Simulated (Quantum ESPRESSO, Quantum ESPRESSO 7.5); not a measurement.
# Ir(111), 5 layers: solver and mixing choices

Wanted: time, iterations and memory of Ir(111), 5 layers by eigensolver and mixing.

Method: plane-wave DFT, PBE, SG15 norm-conserving pseudopotentials, in Quantum ESPRESSO 7.5.

### Step 1. Set-up

The cell holds 5 atoms: 5 Ir. Its edges and angles: a = 2.715 Å, b = 2.715 Å, c = 24.868 Å, α = 90.0°, β = 90.0°, γ = 60.0°. It derives from Ir. Vacuum lies along c.

### Step 2. SCF with pw.x: david, local-TF mixing, beta 0.4, history 8

The first run is the reference of the series.

c0.in

```
&control
  prefix = 'c0'
  outdir = './out'
  pseudo_dir = './pseudo'
  calculation = 'scf'
  tprnfor = .true.
/
&system
  ibrav = 0
  nat = 5
  ntyp = 1
  ecutwfc = 60
  ecutrho = 240
  occupations = 'smearing'
  smearing = 'mv'
  degauss = 0.02
  assume_isolated = 'esm'
  esm_bc = 'bc1'
/
&electrons
  conv_thr = 1e-07
  mixing_beta = 0.4
  electron_maxstep = 80
  mixing_mode = 'local-TF'
  diagonalization = 'david'
  mixing_ndim = 8
/
ATOMIC_SPECIES
  Ir  192.2170  Ir_ONCV_PBE-1.2.upf
CELL_PARAMETERS angstrom
  2.71529003975634 0.00000000000000 0.00000000000000
  1.35764501987817 2.35151015307185 0.00000000000000
  0.00000000000000 0.00000000000000 24.86810013475265
ATOMIC_POSITIONS crystal
  Ir  0.666666666700 0.666666666700 -0.178302726921
  Ir  0.000000000000 0.000000000000 -0.089151363461
  Ir  0.333333333300 0.333333333300 0.000000000000
  Ir  0.666666666700 0.666666666700 0.089151363461
  Ir  0.000000000000 0.000000000000 0.178302726921
K_POINTS automatic
  12 12 1 0 0 0
```

Launch:

```
$ OMP_NUM_THREADS=1 mpirun -n 4 pw.x -nk 4 -in c0.in > c0.out
```

The program printed:

```text
Program PWSCF v.7.5 starts
[citation notice left out]

     Parallel version (MPI & OpenMP), running on       4 processor cores
     Number of MPI processes:                 4
     Threads/MPI process:                     1

     MPI processes distributed on     1 nodes
[...]
Current dimensions of program PWSCF are:
     Max number of different atomic species (ntypx) = 10
     Max number of k-points (npk) =  40000
     Max angular momentum in pseudopotentials (lmaxx) =  4
     Message from routine setup:
     using ibrav=0 with symmetry is DISCOURAGED, use correct ibrav instead

     K-points division:     npool     =       4
     Subspace diagonalization in iterative solution of the eigenvalue problem:
     a serial algorithm will be used

     G-vector sticks info
     --------------------
     sticks:   dense  smooth     PW     G-vecs:    dense   smooth      PW
     Sum         433     433    139                67335    67335   11775

     Using Slab Decomposition

     bravais-lattice index     =            0
     lattice parameter (alat)  =       5.1312  a.u.
     unit-cell volume          =    1071.5250 (a.u.)^3
     number of atoms/cell      =            5
     number of atomic types    =            1
     number of electrons       =        85.00
     number of Kohn-Sham states=           52
     kinetic-energy cutoff     =      60.0000  Ry
     charge density cutoff     =     240.0000  Ry
     scf convergence threshold =      1.0E-07
     mixing beta               =       0.4000
     number of iterations used =            8  local-TF  mixing
     Exchange-correlation= PBE
                           (   1   4   3   4   0   0   0)

     Effective Screening Medium Method
     =================================
     Boundary Conditions: Vacuum-Slab-Vacuum
     total charge in unit cell        =   0.0000
     grid points for fit at edges     =        4

     celldm(1)=   5.131155  celldm(2)=   0.000000  celldm(3)=   0.000000
     celldm(4)=   0.000000  celldm(5)=   0.000000  celldm(6)=   0.000000

     crystal axes: (cart. coord. in units of alat)
               a(1) = (   1.000000   0.000000   0.000000 )
               a(2) = (   0.500000   0.866025   0.000000 )
               a(3) = (   0.000000   0.000000   9.158543 )

     reciprocal axes: (cart. coord. in units 2 pi/alat)
               b(1) = (  1.000000 -0.577350  0.000000 )
               b(2) = (  0.000000  1.154701  0.000000 )
               b(3) = (  0.000000  0.000000  0.109188 )

     PseudoPot. # 1 for Ir read from file:
     ./pseudo/Ir_ONCV_PBE-1.2.upf
     Pseudo is Norm-conserving, Zval = 17.0
     Generated using ONCVPSP code by D. R. Hamann
     Using radial grid of  602 points,  8 beta functions with:
                l(1) =   0
                l(2) =   0
                l(3) =   1
                l(4) =   1
                l(5) =   2
                l(6) =   2
                l(7) =   3
                l(8) =   3

     atomic species   valence    mass     pseudopotential
     Ir               17.00   192.21700     Ir( 1.00)

     12 Sym. Ops., with inversion, found ( 6 have fractional translation)

   Cartesian axes

     site n.     atom                  positions (alat units)
         1        Ir     tau(   1) = (   1.0000000   0.5773503  -1.6329932  )
         2        Ir     tau(   2) = (   0.0000000   0.0000000  -0.8164966  )
         3        Ir     tau(   3) = (   0.5000000   0.2886751   0.0000000  )
         4        Ir     tau(   4) = (   1.0000000   0.5773503   0.8164966  )
         5        Ir     tau(   5) = (   0.0000000   0.0000000   1.6329932  )

     number of k points=    19  Marzari-Vanderbilt smearing, width (Ry)=  0.0200
                       cart. coord. in units 2pi/alat
        k(    1) = (   0.0000000   0.0000000   0.0000000), wk =   0.0138889
        k(    2) = (   0.0000000   0.0962250   0.0000000), wk =   0.0833333
        k(    3) = (   0.0000000   0.1924501   0.0000000), wk =   0.0833333
        k(    4) = (   0.0000000   0.2886751   0.0000000), wk =   0.0833333
        k(    5) = (   0.0000000   0.3849002   0.0000000), wk =   0.0833333
        k(    6) = (   0.0000000   0.4811252   0.0000000), wk =   0.0833333
        k(    7) = (   0.0000000  -0.5773503   0.0000000), wk =   0.0416667
        k(    8) = (   0.0833333   0.1443376   0.0000000), wk =   0.0833333
        k(    9) = (   0.0833333   0.2405626   0.0000000), wk =   0.1666667
        k(   10) = (   0.0833333   0.3367877   0.0000000), wk =   0.1666667
[...]
k(   19) = (   0.3333333  -0.5773503   0.0000000), wk =   0.0277778

     Dense  grid:    67335 G-vectors     FFT dimensions: (  27,  27, 240)

     Estimated max dynamical RAM per process >     132.64 MB

     Estimated total dynamical RAM >     481.26 MB

     Initial potential from superposition of free atoms

     starting charge      84.8363, renormalised to      85.0000

     negative rho (up, down):  1.407E-04 0.000E+00
     Starting wfcs are random

     total cpu time spent up to now is        1.4 secs

     per-process dynamical memory:    93.4 Mb

     Self-consistent Calculation

     iteration #  1     ecut=    60.00 Ry     beta= 0.40
     Davidson diagonalization with overlap
     c_bands:  1 eigenvalues not converged
     c_bands:  1 eigenvalues not converged
     c_bands:  1 eigenvalues not converged
     ethr =  1.00E-02,  avg # of iterations = 39.6

     Threshold (ethr) on eigenvalues was too large:
     Diagonalizing with lowered threshold

     Davidson diagonalization with overlap
     c_bands:  2 eigenvalues not converged
     ethr =  5.71E-04,  avg # of iterations = 15.1

     negative rho (up, down):  7.699E-07 0.000E+00

     total cpu time spent up to now is       51.2 secs

     total energy              =   -1062.23895969 Ry
     estimated scf accuracy    <       0.24567160 Ry

     iteration #  2     ecut=    60.00 Ry     beta= 0.40
[...]
total energy              =   -1062.24837649 Ry
     estimated scf accuracy    <       0.08310480 Ry

     iteration #  3     ecut=    60.00 Ry     beta= 0.40
[...]
c_bands:  1 eigenvalues not converged
[...]
total energy              =   -1062.27581431 Ry
     estimated scf accuracy    <       0.03321435 Ry

     iteration #  4     ecut=    60.00 Ry     beta= 0.40
[...]
c_bands:  1 eigenvalues not converged
     c_bands:  1 eigenvalues not converged
[...]
total energy              =   -1062.29899453 Ry
     estimated scf accuracy    <       0.00102167 Ry

     iteration #  7     ecut=    60.00 Ry     beta= 0.40
[...]
c_bands:  1 eigenvalues not converged
     c_bands:  1 eigenvalues not converged
[...]
total energy              =   -1062.29914748 Ry
     estimated scf accuracy    <       0.00054873 Ry

     iteration #  8     ecut=    60.00 Ry     beta= 0.40
[...]
c_bands:  1 eigenvalues not converged
[...]
total energy              =   -1062.29918042 Ry
     estimated scf accuracy    <       0.00015065 Ry

     iteration #  9     ecut=    60.00 Ry     beta= 0.40
[...]
c_bands:  1 eigenvalues not converged
[...]
total energy              =   -1062.29913426 Ry
     estimated scf accuracy    <       0.00019856 Ry

     iteration # 10     ecut=    60.00 Ry     beta= 0.40
[...]
negative rho (up, down):  2.806E-05 0.000E+00

[...]
total energy              =   -1062.29840737 Ry
     estimated scf accuracy    <       0.00008497 Ry

     iteration # 11     ecut=    60.00 Ry     beta= 0.40
[...]
negative rho (up, down):  3.803E-06 0.000E+00

[...]
total energy              =   -1062.29834798 Ry
     estimated scf accuracy    <       0.00004323 Ry

     iteration # 12     ecut=    60.00 Ry     beta= 0.40
[...]
total energy              =   -1062.29789035 Ry
     estimated scf accuracy    <       0.00002379 Ry

     iteration # 13     ecut=    60.00 Ry     beta= 0.40
[...]
c_bands:  1 eigenvalues not converged
     c_bands:  1 eigenvalues not converged
     c_bands:  1 eigenvalues not converged
[...]
total energy              =   -1062.29791453 Ry
     estimated scf accuracy    <       0.00000245 Ry

     iteration # 14     ecut=    60.00 Ry     beta= 0.40
[...]
total energy              =   -1062.29788818 Ry
     estimated scf accuracy    <       0.00000069 Ry

     iteration # 15     ecut=    60.00 Ry     beta= 0.40
[...]
negative rho (up, down):  2.727E-05 0.000E+00

[...]
total energy              =   -1062.29778540 Ry
     estimated scf accuracy    <       0.00000341 Ry

     iteration # 16     ecut=    60.00 Ry     beta= 0.40
[...]
total energy              =   -1062.29783987 Ry
     estimated scf accuracy    <       0.00000645 Ry

     iteration # 17     ecut=    60.00 Ry     beta= 0.40
[...]
total energy              =   -1062.29781860 Ry
     estimated scf accuracy    <       0.00000032 Ry

     iteration # 18     ecut=    60.00 Ry     beta= 0.40
[...]
End of self-consistent calculation

          k = 0.0000 0.0000 0.0000 (  8395 PWs)   bands (ev):

   -98.5051 -98.4909 -98.4536 -97.9741 -97.9741 -55.6119 -55.3619 -55.0847
   -55.0012 -55.0012 -54.9784 -54.9784 -54.9119 -54.9119 -54.6113 -54.6013
   -54.4822 -54.4822 -54.4822 -54.4822 -16.1623 -15.0959 -13.9046 -13.3013
   -13.2275  -9.5995  -9.5162  -9.3184  -9.3184  -9.1452  -9.1452  -9.0837
    -9.0398  -9.0398  -8.4799  -8.4799  -8.4269  -8.4269  -8.1317  -6.6850
    -6.6850  -6.5407  -6.5407  -5.9901  -5.9604  -5.9604  -5.3981  -5.1676
    -5.1676  -4.6749  -4.6749  -0.3383

          k = 0.0000 0.0962 0.0000 (  8435 PWs)   bands (ev):

   -98.5016 -98.4880 -98.4513 -97.9712 -97.9712 -55.5987 -55.3585 -55.1019
   -55.0398 -55.0131 -55.0043 -54.9884 -54.9523 -54.9198 -54.6069 -54.5994
   -54.5217 -54.5213 -54.4918 -54.4918 -15.8930 -14.8344 -13.6388 -13.0411
   -12.9566  -9.8648  -9.7598  -9.5242  -9.1854  -9.1728  -9.1085  -9.0392
    -8.9935  -8.8215  -8.6242  -8.5116  -8.3551  -8.3057  -8.2154  -7.0117
    -6.9386  -6.6535  -6.5599  -6.4624  -6.2533  -5.9474  -5.4670  -5.1586
    -4.6536  -4.2830  -3.4436  -0.1509

          k = 0.0000 0.1925 0.0000 (  8447 PWs)   bands (ev):

   -98.4918 -98.4800 -98.4452 -97.9634 -97.9634 -55.5628 -55.3557 -55.1841
   -55.1417 -55.0574 -55.0450 -55.0374 -55.0157 -54.9420 -54.6309 -54.6307
   -54.5946 -54.5901 -54.5179 -54.5179 -15.1463 -14.1361 -12.9620 -12.3838
   -12.2534 -10.5121 -10.1101 -10.0122  -9.7714  -9.3665  -9.0844  -8.8057
    -8.7897  -8.6992  -8.4783  -8.3943  -8.2004  -7.9471  -7.7052  -7.6128
    -7.3164  -7.0653  -6.9508  -6.4685  -6.0690  -5.9241  -5.1467  -4.6859
    -4.6021  -3.0797  -1.8326   0.3825

          k = 0.0000 0.2887 0.0000 (  8413 PWs)   bands (ev):

   -98.4782 -98.4690 -98.4370 -97.9528 -97.9528 -55.5203 -55.3879 -55.3069
   -55.2849 -55.1573 -55.0876 -55.0650 -55.0528 -54.9729 -54.7704 -54.7686
   -54.5861 -54.5839 -54.5534 -54.5534 -14.1470 -13.3226 -12.4303 -11.9040
   -11.5688 -11.2012 -10.5973 -10.2175 -10.0703  -9.4830  -9.0588  -8.9794
    -8.7013  -8.6248  -8.2974  -8.2559  -7.9156  -7.5964  -7.2909  -7.2470
    -6.7696  -6.7443  -6.4621  -6.1639  -5.8130  -5.6265  -5.1421  -4.5449
    -3.8804  -1.9958  -0.3564   1.1871

          k = 0.0000 0.3849 0.0000 (  8419 PWs)   bands (ev):

   -98.4642 -98.4581 -98.4293 -97.9421 -97.9421 -55.5327 -55.4888 -55.4326
   -55.3523 -55.2087 -55.1294 -55.0965 -55.0897 -55.0041 -54.9016 -54.8977
   -54.5887 -54.5886 -54.5779 -54.5763 -13.3900 -12.8802 -12.5097 -12.0734
   -11.7734 -11.5643 -11.1057 -10.2240  -9.6670  -9.2627  -9.1254  -8.8937
    -8.8428  -8.1024  -8.0092  -7.5859  -7.4462  -6.9892  -6.2441  -6.1873
    -6.0918  -5.8432  -5.5278  -5.3280  -5.2554  -5.0986  -4.9985  -4.4734
    -3.1383  -1.1038   0.8700   2.2165

          k = 0.0000 0.4811 0.0000 (  8423 PWs)   bands (ev):

   -98.4535 -98.4500 -98.4240 -97.9343 -97.9343 -55.6163 -55.5639 -55.5417
   -55.3184 -55.2404 -55.1596 -55.1319 -55.1166 -55.0272 -54.9881 -54.9778
   -54.6144 -54.6143 -54.5721 -54.5709 -13.2074 -12.9772 -12.5774 -12.3954
   -12.0356 -11.7681 -11.4643 -10.3749  -9.6922  -9.4134  -9.0453  -8.7381
    -8.3621  -8.1377  -7.2492  -6.8917  -6.4155  -5.8400  -5.6710  -5.0185
    -4.9555  -4.8957  -4.7161  -4.4687  -4.3527  -4.2615  -4.2238  -4.1699
    -2.4470  -0.3409   1.4260   2.1656

[...]
the Fermi energy is    -5.5277 ev

!    total energy              =   -1062.29781049 Ry
     estimated scf accuracy    <       0.00000003 Ry
     smearing contrib. (-TS)   =       0.00180725 Ry
     internal energy E=F+TS    =   -1062.29961774 Ry

     The total energy is F=E-TS. E is the sum of the following terms:
     one-electron contribution =   27244.67228329 Ry
     hartree contribution      =  -13665.74490196 Ry
     xc contribution           =    -105.24557158 Ry
     ewald contribution        =  -14535.98142749 Ry

     convergence has been achieved in  18 iterations

     Forces acting on atoms (cartesian axes, Ry/au):

     atom    1 type  1   force =     0.00000000    0.00000000    0.00652501
     atom    2 type  1   force =     0.00000000    0.00000000   -0.01329579
     atom    3 type  1   force =     0.00000000    0.00000000    0.00000000
     atom    4 type  1   force =     0.00000000    0.00000000    0.01329579
     atom    5 type  1   force =     0.00000000    0.00000000   -0.00652501

     Total force =     0.020945     Total SCF correction =     0.001153

[...]
=------------------------------------------------------------------------------=
   JOB DONE.
=------------------------------------------------------------------------------=
[...]
```

Run time: 2.6 min. Hardware: 4 MPI ranks of Arm Neoverse V2, shared host; peak memory 0.63 GiB.

Numbers from this step:

```
free energy                                                    : -14453.2980 eV
Fermi energy                                                   : -5.528 eV
vacuum line at the lower end of the cell, over the Fermi level : 5.528 eV
vacuum line at the upper end of the cell, over the Fermi level : 5.528 eV
```

The potential energy, planar mean oscillates, so the rows of the table below give means over windows of 2.18 Å about each position, cut where the curve ends. Its maxima inside the range that stand out by 2 % of the span (Å: eV): -3.3: -1.72, -1.1: -2.00, 1.1: -2.00, 3.3: -1.72. Its minima: -4.5: -45.3, -2.2: -45.6, 0.0: -45.8, 2.2: -45.6, 4.5: -45.3.

Electrostatic potential energy of an electron; zero at the Fermi level. Table of potential energy, planar mean by z; means over each step:

| z (Å) | potential energy, planar mean (eV) |
| --- | --- |
| -11.34 | 5.53 |
| -9.16 | 5.53 |
| -6.98 | 5.27 |
| -4.80 | -18.1 |
| -2.62 | -19.7 |
| -0.44 | -19.7 |
| 1.74 | -19.8 |
| 3.92 | -19.3 |
| 6.10 | 2.52 |
| 8.28 | 5.52 |
| 10.46 | 5.53 |

The program's own clock; routines nest. Time by routine:

| routine | wall time (s) | calls |
| --- | --- | --- |
| PWSCF | 156.1 | 1 |
| electrons | 154.1 | 1 |
| c_bands | 140.4 | 19 |
| cegterg | 126.4 | 100 |
| h_psi | 91.1 | 1210 |
| fftw | 68.18 | 55448 |
| vloc_psi | 67.25 | 1210 |
| calbec | 12.02 | 1230 |
| add_vuspsi | 11.81 | 1210 |
| h_psi:calbec | 11.58 | 1210 |
| sum_band | 7.28 | 19 |
| mix_rho | 5.48 | 19 |
| ffts | 3.34 | 1700 |
| cdiaghg | 2.99 | 1195 |

The vacuum levels are read from the outermost 0.7 Å of the cell on either side.

The run needed 18 iterations to bring the estimated error under 1e-07 Ry; the largest force on any atom, held or free, is 0.34 eV/Å.

Inside the slab this potential holds the local part of the pseudopotentials, which can be repulsive at the nuclei; only its value in the vacuum has a meaning of its own.

### Step 3. SCF with pw.x: david, plain mixing, beta 0.4, history 8

c1.in, as its differences from the input of step 2:

```diff
@@ -1,3 +1,3 @@
 &control
-  prefix = 'c0'
+  prefix = 'c1'
   outdir = './out'
@@ -23,3 +23,3 @@
   electron_maxstep = 80
-  mixing_mode = 'local-TF'
+  mixing_mode = 'plain'
   diagonalization = 'david'
```

Launch:

```
$ OMP_NUM_THREADS=1 mpirun -n 4 pw.x -nk 4 -in c1.in > c1.out
```

The program printed:

```text
[banner, memory and clock lines left out]
Program PWSCF v.7.5 starts
[...]
Message from routine setup:
[...]
number of electrons       =        85.00
     number of Kohn-Sham states=           52
     kinetic-energy cutoff     =      60.0000  Ry
     charge density cutoff     =     240.0000  Ry
[...]
number of k points=    19  Marzari-Vanderbilt smearing, width (Ry)=  0.0200
[...]
Dense  grid:    67335 G-vectors     FFT dimensions: (  27,  27, 240)
[...]
negative rho (up, down):  1.407E-04 0.000E+00
     Starting wfcs are random
[...]
estimated scf accuracy    <       0.24567160 Ry
[...]
estimated scf accuracy    <      25.64493510 Ry
[...]
estimated scf accuracy    <       0.15631817 Ry
[...]
estimated scf accuracy    <       0.05026260 Ry
[...]
estimated scf accuracy    <       0.01311817 Ry
[...]
estimated scf accuracy    <       0.00437265 Ry
[...]
negative rho (up, down):  1.806E-04 0.000E+00
[...]
estimated scf accuracy    <       0.00083413 Ry
[...]
estimated scf accuracy    <       0.00578627 Ry
[...]
estimated scf accuracy    <       0.00060328 Ry
[...]
negative rho (up, down):  1.275E-05 0.000E+00
[...]
estimated scf accuracy    <       0.00016471 Ry
[...]
negative rho (up, down):  1.411E-05 0.000E+00
[...]
estimated scf accuracy    <       0.00002707 Ry
[...]
negative rho (up, down):  4.892E-06 0.000E+00
[...]
estimated scf accuracy    <       0.00002926 Ry
[...]
estimated scf accuracy    <       0.00001612 Ry
[...]
negative rho (up, down):  7.315E-07 0.000E+00
[...]
estimated scf accuracy    <       0.00000021 Ry
[...]
negative rho (up, down):  7.509E-08 0.000E+00
[...]
estimated scf accuracy    <       0.00000131 Ry
[...]
negative rho (up, down):  5.327E-07 0.000E+00
[...]
estimated scf accuracy    <       0.00000062 Ry
[...]
negative rho (up, down):  3.732E-07 0.000E+00
[...]
estimated scf accuracy    <       0.00000030 Ry
[...]
the Fermi energy is    -5.5271 ev
!    total energy              =   -1062.29781051 Ry
     estimated scf accuracy    <          6.0E-09 Ry
     smearing contrib. (-TS)   =       0.00180749 Ry
     internal energy E=F+TS    =   -1062.29961800 Ry
[...]
one-electron contribution =   27244.68580433 Ry
     hartree contribution      =  -13665.75876614 Ry
     xc contribution           =    -105.24522869 Ry
     ewald contribution        =  -14535.98142749 Ry
     convergence has been achieved in  18 iterations
[...]
Total force =     0.021057     Total SCF correction =     0.000524
[...]
```

It took 2.5 min on 4 MPI ranks; peak memory 0.63 GiB; 10 min of CPU time.

Read from the output:

| Quantity | Value |
| --- | --- |
| Fermi energy | -5.527 eV |
| vacuum line at the lower end of the cell, over the Fermi level | 5.527 eV |
| vacuum line at the upper end of the cell, over the Fermi level | 5.527 eV |

The program's own clock; routines nest. Time by routine:

| routine | wall time (s) | calls |
| --- | --- | --- |
| PWSCF | 152 | 1 |
| electrons | 150 | 1 |
| c_bands | 141.6 | 19 |
| cegterg | 127.9 | 100 |
| h_psi | 92.35 | 1151 |
| fftw | 69.11 | 56456 |
| vloc_psi | 68.23 | 1151 |
| calbec | 12.15 | 1171 |
| add_vuspsi | 11.91 | 1151 |
| h_psi:calbec | 11.7 | 1151 |
| sum_band | 7.25 | 19 |
| cdiaghg | 2.9 | 1136 |
| init_run | 1.36 | 1 |
| wfcinit | 1.17 | 1 |

Counted from each run's own zero (the Fermi level), the vacuum level differs from the first run's by -1 meV.

(Continued in part 2 of 3.)

[Logs are printed without paths, hosts, clocks, repeated set-up lines and the standing remarks that a program may print on its own settings, such as how far it seeks lower states.]

[Hosts, paths, dates, database ids (printed as entryN), source tags and the programs' standing remarks are cut or masked in the printed files.]

[Maps of the electrostatic potential energy from Ansatz leave out the sawtooth potential of an applied field or a dipole correction, so their vacuum need not be flat; planar profiles and work functions include it.]
